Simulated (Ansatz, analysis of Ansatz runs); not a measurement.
# Cu on a Zn site in ZnO: charge-transition level, PBE+U, part 2 of 2

Aim: the charge-transition level of the Cu on a Zn site in ZnO, to be set beside the measurement. Set-up: PBE+U, 72-site cell, PBE lattice, 420 eV, k: the single point 1/4 1/4 1/4 then 2x2x2 shifted 0.5 0.5 0.5, U 5 eV on Cu d. The model is a cell of 72 host atoms with 1 Zn taken out and 1 Cu put in. The level is the Fermi energy at which two charge states have equal formation energy, after a correction for the images of the charge. A Hubbard U on the impurity's d shell is the cheap way to lessen its self-interaction.

Ansatz 0.2.0; PBE+U, 72-site cell, PBE lattice, 420 eV, k: the single point 1/4 1/4 1/4 then 2x2x2 shifted 0.5 0.5 0.5, U 5 eV on Cu d.

So far: The structure; Relaxation, charge 0.

### 3. Relaxation, charge −1

Level of this step: plane-wave PAW DFT, PBE+U; relaxation of all atoms of a defect supercell (Ansatz).

The input displaces the atoms at random before the relaxation, so that it can leave a symmetric saddle if there is one.

relax1/input.yaml reads:

```yaml
relax:
  f_tol: 0.02
  max_steps: 80
  random_displacement: { amplitude: 0.05, seed: 300 }
crystal:
  lattice:
    - [9.83855992, 0.0, 0.0]
    - [-4.91927996, 8.52044283, 0.0]
    - [0.0, 0.0, 10.58650209]
  atoms:
    - { symbol: Zn, position: [0.111111111, 0.222222222, 0.249983552] }
    - { symbol: Zn, position: [0.222222222, 0.111111111, -1.6448e-05] }
[... 22 atom lines left out ...]
    - { symbol: Zn, position: [0.444444444, 0.222222222, 0.249983552] }
[... 2 atom lines left out ...]
    - { symbol: O, position: [0.444444444, 0.222222222, 0.439521448] }
    - { symbol: Zn, position: [0.444444444, 0.222222222, 0.749983552] }
[... 3 atom lines left out ...]
    - { symbol: Zn, position: [0.444444444, 0.555555556, 0.249983552] }
[... 2 atom lines left out ...]
    - { symbol: O, position: [0.444444444, 0.555555556, 0.439521448] }
    - { symbol: Zn, position: [0.444444444, 0.555555556, 0.749983552] }
    - { symbol: Cu, position: [0.555555556, 0.444444444, 0.499983552] }
    - { symbol: O, position: [0.555555556, 0.444444444, 0.689521448] }
[... 17 atom lines left out ...]
    - { symbol: Zn, position: [0.777777778, 0.555555556, 0.249983552] }
[... 2 atom lines left out ...]
    - { symbol: O, position: [0.777777778, 0.555555556, 0.439521448] }
    - { symbol: Zn, position: [0.777777778, 0.555555556, 0.749983552] }
    - { symbol: Zn, position: [0.888888889, 0.444444444, 0.499983552] }
[... 9 atom lines left out ...]
    - { symbol: O, position: [0.777777778, 0.888888889, 0.939521448] }
  host:
    repeats: [3, 3, 2]
    atoms:
      - { symbol: Zn, position: [0.333333333, 0.666666667, 0.499967103] }
      - { symbol: Zn, position: [0.666666667, 0.333333333, -3.2897e-05] }
      - { symbol: O, position: [0.666666667, 0.333333333, 0.379042897] }
      - { symbol: O, position: [0.333333333, 0.666666667, 0.879042897] }
total_charge: -1
basis:
  ecutwfc: 420
  xc_grid: 2
hamiltonian:
  xc: pbe
  hubbard: { sites: [{ species: Cu, l: d, u_eff: 5.0 }] }
kpoints:
  mp_grid: { grid: [1, 1, 1], shift: [0.25, 0.25, 0.25] }
scf:
  occupations: { method: fermi_dirac, width: 0.01 }
  max_iter: 120
output:
  forces: true
  charged_corrections:
    epsilon: [5.21, 5.21, 5.27]
    static_epsilon: [10.56, 10.56, 11.59]
    defect_position: [0.555556, 0.444444, 0.499984]
checkpoint:
  write: "../relax1.run"
  compress: false
  write_wavefunctions: true
  write_every: 100000
```

Run with:

```console
> ansatz run input.yaml --threads 4 --pin off --max-ram 14131MiB --backend cpu --events-out ev --progress --plain --runs-dir out
```

Numbers of over 12 decimals in the logs are rounded to 6 here.

Output:

```text
[...]
Crystal: 72 atoms, lattice volume = 887.455 Å³
Basis set: ecut = 420 eV, 17351 PW (Γ), exchange–correlation on 144×144×144 points (8 copies of the dense FFT grid, shifted against one another)
Bands: 400, of which v1, the nominal top of the filled ones, is band 328 counted from 1 (327 counted from 0)
Symmetry: 1 space group operations
k-points: 1
[...]
SCF iter   1: F=—  HF=-143235.718244 eV  |F-HF|=—  |Δ(HF+E_count)|=         —  Δρ=9.50e-2  dr2=4.45e1  ethr=3.10e-3  ⟨swp⟩=6.0  Hψ=1436  notcnv=0
[...]
SCF iter  12: F=-143221.065362 eV  HF=-143221.065366 eV  |F-HF|=4.11e-6  |Δ(HF+E_count)|=   2.59e-6  Δρ=2.13e-5  dr2=5.28e-6  ethr=1.52e-9  ⟨swp⟩=4.0  Hψ=1388  notcnv=0
SCF 1 converged in 12 iterations: F = -143221.065362 eV  dr2 = 5.28e-6
[...]
--- Band table (eV) ---
[...]
Occupation matrices written to <dir>
--- Relaxed structure (5 steps of the walk, 5 accepted, 0 SCFs on fresh bases) ---
  F+E_penalty+E_count = -143222.39278693 eV   max|allowed force component| = 1.496e-2 eV/Å
  atoms:
    - { symbol: Zn, position: [0.111975, 0.223323, 0.250172] }
    - { symbol: Zn, position: [0.222599, 0.111191, -0.000342] }
    [... 22 atoms left out ...]
    - { symbol: Zn, position: [0.445440, 0.225003, 0.250123] }
    [... 2 atoms left out ...]
    - { symbol: O, position: [0.438411, 0.209679, 0.434407] }
    - { symbol: Zn, position: [0.444821, 0.223637, 0.748365] }
    [... 6 atoms left out ...]
    - { symbol: O, position: [0.439512, 0.561868, 0.435071] }
    - { symbol: Zn, position: [0.444716, 0.556230, 0.748531] }
    - { symbol: Cu, position: [0.556519, 0.442711, 0.502465] }
    - { symbol: O, position: [0.555239, 0.445247, 0.703731] }
    [... 17 atoms left out ...]
    - { symbol: Zn, position: [0.776115, 0.555635, 0.250367] }
    [... 2 atoms left out ...]
    - { symbol: O, position: [0.790590, 0.562338, 0.434682] }
    - { symbol: Zn, position: [0.776964, 0.555818, 0.747846] }
    [... 11 atoms left out ...]
[key lines of the parts left out:]
SCF converged after 3 iterations
Free energy (F): -143222.392787 eV
Fermi energy:    8.146041 eV
```

The job ended after 1.7 min (4 threads of Arm Neoverse V2, shared host; peak memory 2.3 GiB; 6.5 min of CPU time).

Step by step:

```csv
step,energy less that of the first step (eV),largest force component (eV/Å)
1,0.0000,1.7823
2,-0.7728,1.1954
3,-1.3215,0.1077
4,-1.3274,0.0150
5,-1.3274,0.0150
```

The atoms that moved most (Å, from the sites as typed, ahead of the random displacement, the mean shift of all atoms taken out):

```csv
atom,dx,dy,dz,length
O39,-0.007,0.001,0.154,0.154
O28,0.002,-0.112,-0.051,0.123
O60,0.092,0.052,-0.048,0.117
O36,-0.080,0.048,-0.044,0.103
O35,-0.002,0.002,-0.043,0.043
Zn34,0.001,-0.001,-0.043,0.043
Cu38,0.018,-0.020,0.030,0.040
Zn14,0.030,0.004,-0.004,0.030
```

Neighbours of Cu38 at the end:

```csv
atom,distance (Å)
O28,2.112
O60,2.120
O39,2.131
O36,2.135
Zn29,3.203
Zn61,3.206
Zn30,3.236
Zn37,3.236
Zn62,3.244
Zn6,3.249
Zn25,3.252
Zn57,3.260
Zn70,3.267
Zn14,3.268
Zn33,3.278
Zn46,3.280
```

Read from the output:

- free energy: -143222.3928 eV

The relaxation ends 18 meV an atom lower than the displaced start, with a largest force component of 0.015 eV/Å.

### 4. Single point, charge 0

The relaxed structure is kept, and the final numbers are taken at the final level and k-points.

This step: plane-wave PAW DFT, PBE+U; single point of a defect supercell.

point0/input.yaml reads:

```yaml
crystal:
  lattice:
    - [9.83855992, 0.0, 0.0]
    - [-4.91927996, 8.52044283, 0.0]
    - [0.0, 0.0, 10.58650209]
  atoms:
    - { symbol: Zn, position: [0.11019231, 0.223553615, 0.249473497] }
    - { symbol: Zn, position: [0.222496235, 0.111521844, -0.000225212] }
[... 11 atom lines left out ...]
    - { symbol: Zn, position: [0.225927089, 0.44546464, 0.49811791] }
[... 10 atom lines left out ...]
    - { symbol: Zn, position: [0.442612923, 0.223408184, 0.251210431] }
[... 2 atom lines left out ...]
    - { symbol: O, position: [0.437153856, 0.218795922, 0.441603966] }
    - { symbol: Zn, position: [0.444429777, 0.221066457, 0.749605767] }
[... 6 atom lines left out ...]
    - { symbol: O, position: [0.44629874, 0.554777275, 0.434946743] }
    - { symbol: Zn, position: [0.447982259, 0.553132667, 0.746466706] }
    - { symbol: Cu, position: [0.560952997, 0.440215418, 0.495589339], spin: 1.0 }
    - { symbol: O, position: [0.559931608, 0.441215758, 0.688206454] }
[... 6 atom lines left out ...]
    - { symbol: Zn, position: [0.555517532, 0.775104174, 0.498133801] }
[... 10 atom lines left out ...]
    - { symbol: Zn, position: [0.777262161, 0.558184918, 0.251167709] }
[... 2 atom lines left out ...]
    - { symbol: O, position: [0.781950369, 0.563750521, 0.441728536] }
    - { symbol: Zn, position: [0.780020898, 0.55666551, 0.749735727] }
[... 10 atom lines left out ...]
    - { symbol: O, position: [0.77857212, 0.889859166, 0.93918514] }
  host:
    repeats: [3, 3, 2]
    atoms:
      - { symbol: Zn, position: [0.333333333, 0.666666667, 0.499967103] }
      - { symbol: Zn, position: [0.666666667, 0.333333333, -3.2897e-05] }
      - { symbol: O, position: [0.666666667, 0.333333333, 0.379042897] }
      - { symbol: O, position: [0.333333333, 0.666666667, 0.879042897] }
basis:
  ecutwfc: 420
  xc_grid: 2
hamiltonian:
  xc: pbe
  hubbard: { sites: [{ species: Cu, l: d, u_eff: 5.0 }] }
kpoints:
  mp_grid: { grid: [2, 2, 2], shift: [0.5, 0.5, 0.5] }
magnetization:
  spin_polarized: true
  initial_magnetization: 1
  spin_locking: { lock_magnetization: hard }
scf:
  occupations: { method: fermi_dirac, width: 0.01 }
  max_iter: 120
output:
  forces: true
  charged_corrections:
    epsilon: [5.21, 5.21, 5.27]
    static_epsilon: [10.56, 10.56, 11.59]
    defect_position: [0.555556, 0.444444, 0.499984]
  eigenvalues: true
checkpoint:
  read: "../relax0.run"
  write: "../point0.run"
  compress: false
  write_wavefunctions: true
  write_every: 100000
```

Output:

```text
[...]
Crystal: 72 atoms, lattice volume = 887.455 Å³
Basis set: ecut = 420 eV, 17351 PW (Γ), exchange–correlation on 144×144×144 points (8 copies of the dense FFT grid, shifted against one another)
Bands: 400, of which v1, the nominal top of the filled ones, is band 328 counted from 1 (327 counted from 0)
Symmetry: 1 space group operations
[...]
k-points: 4 of 8 (time reversal used)
[...]
Stability of the state it starts from, as read at its close in the collinear treatment: not read negative (Ritz values of 1 − χ₀K, real part plus size of imaginary part, from 0.098 to 0.11, by its mixing steps under no symmetry); [...]
Starting moments: Σ|m| = 1 μB on 1 of 72 sites; this step starts from the density that it was given
[...]
atom   1  Zn     0.00843068    -0.00326682     0.00765351
  atom   2  Zn    -0.00893962     0.00560207     0.00654171
  [... 11 atoms left out ...]
  atom  14  Zn    -0.00927015     0.00681960     0.00556978
  [... 10 atoms left out ...]
  atom  25  Zn     0.00853249    -0.00267159    -0.00008667
  [... 2 atoms left out ...]
  atom  28  O      0.00377249     0.00760919    -0.00723677
  [... 7 atoms left out ...]
  atom  36  O     -0.00651775     0.00413648    -0.01055144
  atom  37  Zn     0.00467945    -0.00316553     0.00366647
  atom  38  Cu     0.00081001    -0.00028969     0.01707958
  atom  39  O      0.00041992     0.00050146    -0.01779157
  [... 6 atoms left out ...]
  atom  46  Zn    -0.00845736     0.00343023     0.00577854
  [... 10 atoms left out ...]
  atom  57  Zn     0.01291419    -0.00365183     0.00679985
  [... 2 atoms left out ...]
  atom  60  O     -0.00490720    -0.00530277    -0.00610985
  [... 12 atoms left out ...]
  max |Σ_I F_I| component: 2.91e-5 eV/Å
--- Band table (eV; the first three rows and the last of 8) ---
[...]
[... further k-points left out ...]
Occupation matrices written to <dir>
[key lines of the parts left out:]
SCF converged after 16 iterations
Magnetization: 1.0000 μB (328.0000 up, 327.0000 down)
Free energy (F): -143229.308331 eV
Fermi energy:    7.077993 (↑ 7.506905, ↓ 7.077268) eV
```

Run time: 9.5 min. Hardware: 4 threads; peak memory 7.1 GiB; 36 min of CPU time.

Reading the cycles: dr2 is the Hartree energy of the density residual (eV), the measure of convergence; HF is the Harris–Foulkes estimate of the energy, which meets the free energy F at convergence.

This step gave:

* free energy: -143229.3083 eV
* total moment: 1 μB
* integral of the absolute spin density: 1.054 μB
* spin contamination: 0.001179

### 5. Single point, charge −1

This step: plane-wave PAW DFT, PBE+U; single point of a defect supercell.

point1/input.yaml reads:

```yaml
crystal:
  lattice:
    - [9.83855992, 0.0, 0.0]
    - [-4.91927996, 8.52044283, 0.0]
    - [0.0, 0.0, 10.58650209]
  atoms:
    - { symbol: Zn, position: [0.111975069, 0.22332327, 0.250172099] }
    - { symbol: Zn, position: [0.222599214, 0.111191168, -0.000342434] }
[... 11 atom lines left out ...]
    - { symbol: Zn, position: [0.225816922, 0.445517124, 0.499251763] }
[... 10 atom lines left out ...]
    - { symbol: Zn, position: [0.445439953, 0.225003144, 0.250122683] }
[... 2 atom lines left out ...]
    - { symbol: O, position: [0.438411025, 0.209679331, 0.434407124] }
    - { symbol: Zn, position: [0.444821245, 0.223637408, 0.748365007] }
[... 3 atom lines left out ...]
    - { symbol: Zn, position: [0.445699647, 0.555745508, 0.250677854] }
[... 2 atom lines left out ...]
    - { symbol: O, position: [0.439512425, 0.561867631, 0.435070729] }
    - { symbol: Zn, position: [0.44471608, 0.556230452, 0.748531077] }
    - { symbol: Cu, position: [0.5565194, 0.442711181, 0.502464565] }
    - { symbol: O, position: [0.555239392, 0.445247434, 0.703731285] }
[... 17 atom lines left out ...]
    - { symbol: Zn, position: [0.776114759, 0.555635333, 0.250367141] }
[... 2 atom lines left out ...]
    - { symbol: O, position: [0.790589783, 0.562337994, 0.434682257] }
    - { symbol: Zn, position: [0.776963526, 0.555818067, 0.74784569] }
[... 10 atom lines left out ...]
    - { symbol: O, position: [0.778292248, 0.889896362, 0.938997453] }
  host:
    repeats: [3, 3, 2]
    atoms:
      - { symbol: Zn, position: [0.333333333, 0.666666667, 0.499967103] }
      - { symbol: Zn, position: [0.666666667, 0.333333333, -3.2897e-05] }
      - { symbol: O, position: [0.666666667, 0.333333333, 0.379042897] }
      - { symbol: O, position: [0.333333333, 0.666666667, 0.879042897] }
total_charge: -1
basis:
  ecutwfc: 420
  xc_grid: 2
hamiltonian:
  xc: pbe
  hubbard: { sites: [{ species: Cu, l: d, u_eff: 5.0 }] }
kpoints:
  mp_grid: { grid: [2, 2, 2], shift: [0.5, 0.5, 0.5] }
scf:
  occupations: { method: fermi_dirac, width: 0.01 }
  max_iter: 120
output:
  forces: true
  charged_corrections:
    epsilon: [5.21, 5.21, 5.27]
    static_epsilon: [10.56, 10.56, 11.59]
    defect_position: [0.555556, 0.444444, 0.499984]
  eigenvalues: true
checkpoint:
  read: "../relax1.run"
  write: "../point1.run"
  compress: false
  write_wavefunctions: true
  write_every: 100000
```

Output:

```text
[...]
Crystal: 72 atoms, lattice volume = 887.455 Å³
Basis set: ecut = 420 eV, 17351 PW (Γ), exchange–correlation on 144×144×144 points (8 copies of the dense FFT grid, shifted against one another)
Bands: 400, of which v1, the nominal top of the filled ones, is band 328 counted from 1 (327 counted from 0)
Symmetry: 1 space group operations
[...]
k-points: 4 of 8 (time reversal used)
[...]
SCF iter   8: F=-143221.832644 eV  HF=-143221.832644 eV  |F-HF|=2.32e-8  |Δ(HF+E_count)|=   2.86e-7  Δρ=3.64e-6  dr2=9.35e-8  ethr=1.52e-11  ⟨swp⟩=4.0  Hψ=5552  notcnv=0
SCF 1 converged in 8 iterations: F = -143221.832644 eV  dr2 = 9.35e-8
[...]
SCF converged after 8 iterations
Free energy (F): -143221.832644 eV
[...]
Internal energy: -143221.832644 eV  (E = F + TS)
E sigma→0 (E₀):  -143221.832644 eV
Fermi energy:    7.888129 eV
[...]
--- Forces (eV/Å), atoms counted from 1 ---
  atom   1  Zn     0.00177460     0.00113920     0.01116701
  atom   2  Zn    -0.01533409     0.00630227     0.00845911
  [... 22 atoms left out ...]
  atom  25  Zn     0.01846761    -0.00546175     0.00281892
  [... 2 atoms left out ...]
  atom  28  O      0.00906501     0.00791325    -0.00505268
  atom  29  Zn     0.00159703    -0.01551671     0.01003011
  [... 3 atoms left out ...]
  atom  33  Zn     0.01764910    -0.01198134    -0.00083201
  [... 2 atoms left out ...]
  atom  36  O      0.01297564    -0.00634051    -0.00359685
  [... 1 atom left out ...]
  atom  38  Cu    -0.02476861     0.02699357     0.02249846
  atom  39  O      0.01616457    -0.00586651    -0.02452383
  [... 17 atoms left out ...]
  atom  57  Zn     0.00888271    -0.00686721     0.00084579
  [... 2 atoms left out ...]
  atom  60  O      0.00115998    -0.00375314    -0.00064013
  atom  61  Zn     0.01596379     0.01022964     0.02113654
  [... 11 atoms left out ...]
  max |Σ_I F_I| component: 4.70e-5 eV/Å
[...]
F Makov-Payne    = n/a  (the rows are of the electrons' constant alone; ansatz place-levels tells what screens the charge)
[...]
--- Band table (eV) ---
[...]
[... further k-points left out ...]
Occupation matrices written to <dir>
```

Elapsed: 1.7 min, on 4 threads; peak memory 6.2 GiB.

Numbers from this step:

* free energy: -143221.8326 eV

### 6. Charge-transition levels

A charged cell feels its images and has its own zero of potential; this step corrects both and places the level between the host's band edges.

This step: place-levels on PBE+U runs: charge-transition levels with image-charge correction and potential alignment at the atomic sites.

levels.yaml reads:

```yaml
host:
  run: host.point.run
states: [point0.run, point1.run]
geometry_from:
  point0.run: relax0.run
  point1.run: relax1.run
  host.point.run: host.relax.run
```

Run with:

```console
> ansatz place-levels levels.yaml -- --threads 4 --pin off --max-ram 14131MiB
```

Output:

```text
(0/-1) 0.799 eV above the valence edge (+0.929 eV without the band-filling correction), in the conduction band
  edges by pbe, gap 0.744 eV; the host is sampled to repeats of 19.68 Å
  the defect's cells are sampled to repeats of 19.68 Å, like sampling
  charge 0: +0.000 eV for its dipole among its images, +0.000 omitted
  charge -1: -143221.6711 eV with its correction of +0.162 eV, at epsilon [10.56, 10.56, 11.59], aligned at sites: +0.0346 eV, mean over 33 atomic sites at or beyond 4.92 Å from the defect at [0.5556, 0.4444, 0.5000], with +0.002580 for the charge's moments [...]
  of states[0] (point0.run): its displacements don't fall off away from the defect: farther atoms stand 0.01 Å off the host's places. [...]
  of states[1] (point1.run): how wide its charge is, is not read beside other atoms or cores, and a band state would take no correction. [...]
```

It took 0.14 s on 4 threads.

Numbers from this step:

* gap: 0.7441 eV

### 7. Summary of results

```
static dielectric constant used         : 10.9
band gap of the host                    : 0.74 eV
(0/-1) level above the valence-band top : 0.80 eV
time of the whole chain                 : 31 min on 4 threads
```

What this shows: (0/-1) level above the valence-band top: computed 0.80 eV, measured 3.2 eV; 2.40 eV below the measurement. The computed level lies at or beyond a band edge, so this set-up gives no level clear of the bands. The level is counted in a gap of 0.74 eV, and the correction is screened by a dielectric constant of 10.9 from a linear-response run on the host (PBE). The level (+0/-1) holds the program's band-filling term; without it, it lies 0.93 eV above the valence top. Levels hang on the band edges, which semilocal functionals place too close together.

[Logs are printed without paths, hosts, clocks, repeated set-up lines and the standing remarks that a program may print on its own settings, such as how far it seeks lower states.]

[Hosts, paths, dates, database ids (printed as entryN), source tags and the programs' standing remarks are cut or masked in the printed files.]

[For some hosts the program warned that the k-mesh of the response run may be too coarse for force constants and the static dielectric constant; such warnings are not shown here.]
